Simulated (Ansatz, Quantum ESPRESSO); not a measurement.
## MgS (Niningerite): a worked LO-TO splitting

How high does the longitudinal optical mode of MgS (Niningerite) lie, given the transverse one, the Born charge and ε∞?

Main program and level: Quantum ESPRESSO 7.5; DFT PBE, scalar-relativistic, plane waves, PseudoDojo norm-conserving pseudopotentials.

### Step 1. The relaxed structure

The structure is cubic, space group Fm-3m (No. 225). Conventional cell: a = 5.231 Å, b = 5.231 Å, c = 5.231 Å, α = 90.00°, β = 90.00°, γ = 90.00°. Nearest to Mg lie 6 S at 2.62 Å. Nearest to S lie 6 Mg at 2.62 Å. Farther neighbours and most contacts between anions are not listed.

Structure file:

```xyz
2
Lattice="-2.6157 0.0000 2.6157 0.0000 2.6157 2.6157 -2.6157 2.6157 0.0000" Properties=species:S:1:pos:R:3 pbc="T T T"
Mg    0.0000    0.0000    0.0000
S    -2.6157    2.6157    2.6157
```

This is the cell after its relaxation at this level of theory, not the database cell from which that began.

### Step 2. What the response run gave

A linear-response run on the relaxed cell, with the response to an electric field; only its zone-centre results are used. Cutoff 84 Ry, k mesh 8×8×8.

What it wrote:

```text
[banners, grids, parts of the stress and lines that vanish by symmetry left out]
Program PHONON v.7.5
     Reading xml data from directory:

[...]
Exchange-correlation= PBE
                           (   1   4   3   4   0   0   0)
[...]
kinetic-energy cut-off    =      84.0000  Ry
     charge density cut-off    =     336.0000  Ry
     convergence threshold     =      1.0E-18
[...]
Exchange-correlation= PBE
                           (   1   4   3   4   0   0   0)
[...]
q = (   0.0000000   0.0000000   0.0000000 )
     49 Sym.Ops. (with q -> -q+G )
     G cutoff =  831.7639  (  25101 G-vectors)     FFT grid: ( 45, 45, 45)
     number of k points=    29
[...]
Mode symmetry, O_h (m-3m)  point group:
[...]
Dielectric constant
[...]
End of electric fields calculation
          Dielectric constant in cartesian axis
          (       5.469734369       0.000000000       0.000000000 )
          (       0.000000000       5.469734369      -0.000000000 )
          (       0.000000000      -0.000000000       5.469734369 )
          Effective charges (d Force / dE) in cartesian axis without acoustic sum rule applied (asr)
           atom    1  Mg    Mean Z*:        2.35131
      Ex  (        2.35131       -0.00000       -0.00000 )
      Ey  (       -0.00000        2.35131        0.00000 )
      Ez  (       -0.00000        0.00000        2.35131 )
           atom    2  S     Mean Z*:       -2.36014
      Ex  (       -2.36014        0.00000        0.00000 )
      Ey  (        0.00000       -2.36014        0.00000 )
      Ez  (        0.00000       -0.00000       -2.36014 )
          Effective charges Sum: Mean:       -0.00883
[...]
Effective charges (d Force / dE) in cartesian axis with asr applied:
           atom    1  Mg    Mean Z*:        2.35573
[...]
atom    2  S     Mean Z*:       -2.35573
[...]
Representation #   1 modes #   1   2   3
[...]
End of self-consistent calculation
     Convergence has been achieved
     Representation #   2 modes #   4   5   6
[...]
End of self-consistent calculation
     Convergence has been achieved
[...]
Dielectric constant in cartesian axis
          (       5.469734369       0.000000000       0.000000000 )
          (       0.000000000       5.469734369      -0.000000000 )
          (       0.000000000      -0.000000000       5.469734369 )
          Effective charges (d Force / dE) in cartesian axis without acoustic sum rule applied (asr)
           atom    1  Mg    Mean Z*:        2.35131
      Ex  (        2.35131       -0.00000       -0.00000 )
      Ey  (       -0.00000        2.35131        0.00000 )
      Ez  (       -0.00000        0.00000        2.35131 )
           atom    2  S     Mean Z*:       -2.36014
      Ex  (       -2.36014        0.00000        0.00000 )
      Ey  (        0.00000       -2.36014        0.00000 )
      Ez  (        0.00000       -0.00000       -2.36014 )
          Effective charges Sum: Mean:       -0.00883
[...]
Effective charges (d Force / dE) in cartesian axis with asr applied:
           atom    1  Mg    Mean Z*:        2.35573
[...]
atom    2  S     Mean Z*:       -2.35573
[...]
q = (    0.000000000   0.000000000   0.000000000 )
[...]
freq (    1) =       1.377508 [THz] =      45.948726 [cm-1]
     freq (    2) =       1.377508 [THz] =      45.948726 [cm-1]
     freq (    3) =       1.377508 [THz] =      45.948726 [cm-1]
     freq (    4) =       6.918025 [THz] =     230.760472 [cm-1]
     freq (    5) =       6.918025 [THz] =     230.760472 [cm-1]
     freq (    6) =       6.918025 [THz] =     230.760472 [cm-1]
[...]
Mode symmetry, O_h (m-3m)  point group:
     freq (   1-   3) =         45.9  [cm-1]   --> T_1u G_15  G_4- I
     freq (   4-   6) =        230.8  [cm-1]   --> T_1u G_15  G_4- I

   JOB DONE.
```

| quantity | value |
| --- | --- |
| cell volume Ω (Å³) | 35.791 |
| mass of Mg (u) | 24.305 |
| mass of S (u) | 32.060 |
| Born charge of Mg, raw (e) | 2.351 |
| Born charge of S, raw (e) | -2.360 |
| ε∞ | 5.470 |
| ω(TO) after the sum rule (cm⁻¹) | 224.0 |

### Step 3. The calculation

The charges must sum to zero over the cell; taking off their mean, -0.004 e, leaves Z* = 2.356 e on Mg. In the polar mode Mg moves against S, so the reduced mass is μ = 24.30 × 32.06 / 56.37 = 13.825 u.

A longitudinal wave builds up a field that adds to the restoring force: ω(LO)² = ω(TO)² + 4π Z*² / (μ Ω ε∞), in Hartree atomic units. With μ = 25201 electron masses and Ω = 241.53 bohr³ the second term is 2.0946e-06 Ha², or 100896 cm⁻² (1 Ha = 219474.6 cm⁻¹).

So ω(LO) = √(50172 + 100896) = 388.7 cm⁻¹, and by the Lyddane-Sachs-Teller relation ε₀ = ε∞ (ω(LO)/ω(TO))² = 16.47.

### Step 4. Check against the program

The analysis program adds the same non-analytic term to the full matrix, here for q along (1 0 0).

What it wrote:

```text
[banner, memory and clock lines left out]
Program DYNMAT v.7.5

     Reading Dynamical Matrix from file g.dyn
     ...Force constants read
     ...epsilon and Z* read

     Polarizability (A^3 units)
     multiply by 0.401621 for Clausius-Mossotti correction
        12.730517    0.000000    0.000000
         0.000000   12.730517   -0.000000
         0.000000   -0.000000   12.730517

     IR activities are in (D/A)^2/amu units

# mode   [cm-1]    [THz]      IR
    1     -0.00   -0.0000    0.0000
    2      0.00    0.0000    0.0000
    3      0.00    0.0000    0.0000
    4    223.99    6.7150    9.2612
    5    223.99    6.7150    9.2612
    6    388.68   11.6522    9.2612
```

ε₀ comes from the program's run without a direction of q.

```
    quantity  by hand  program
ω(LO) (cm⁻¹)    388.7    388.7
          ε₀    16.47    16.47
```

### Step 5. Outcome

| Item | Value |
| --- | --- |
| TO mode | 224.0 cm⁻¹ |
| LO mode | 388.7 cm⁻¹ |
| static dielectric constant | 16.47 |

What this shows: The LO mode of MgS (Niningerite) lies at 389 cm⁻¹, 165 cm⁻¹ above the TO mode; the formula meets the program within 0.1 cm⁻¹, as it must for a cubic crystal with one polar mode. ω(LO)² − ω(TO)² goes with Z*²/ε∞: an error of 5 % in ε∞ would move the LO mode by 6.2 cm⁻¹, and semilocal functionals tend to overestimate ε∞. The acoustic modes of the response miss zero by 46 cm⁻¹, a numerical error that can touch the optical modes as well. These are harmonic values at zero temperature, at the volume of this functional, for the structure held cubic; stability elsewhere in the zone is no part of this calculation.

[Host names and launcher messages were left out of these logs when they were recorded.]

[Logs are printed without paths, hosts, clocks, repeated set-up lines and the standing remarks that a program may print on its own settings, such as how far it seeks lower states.]

[Hosts, paths, dates, database ids (printed as entryN), source tags and the programs' standing remarks are cut or masked in the printed files.]
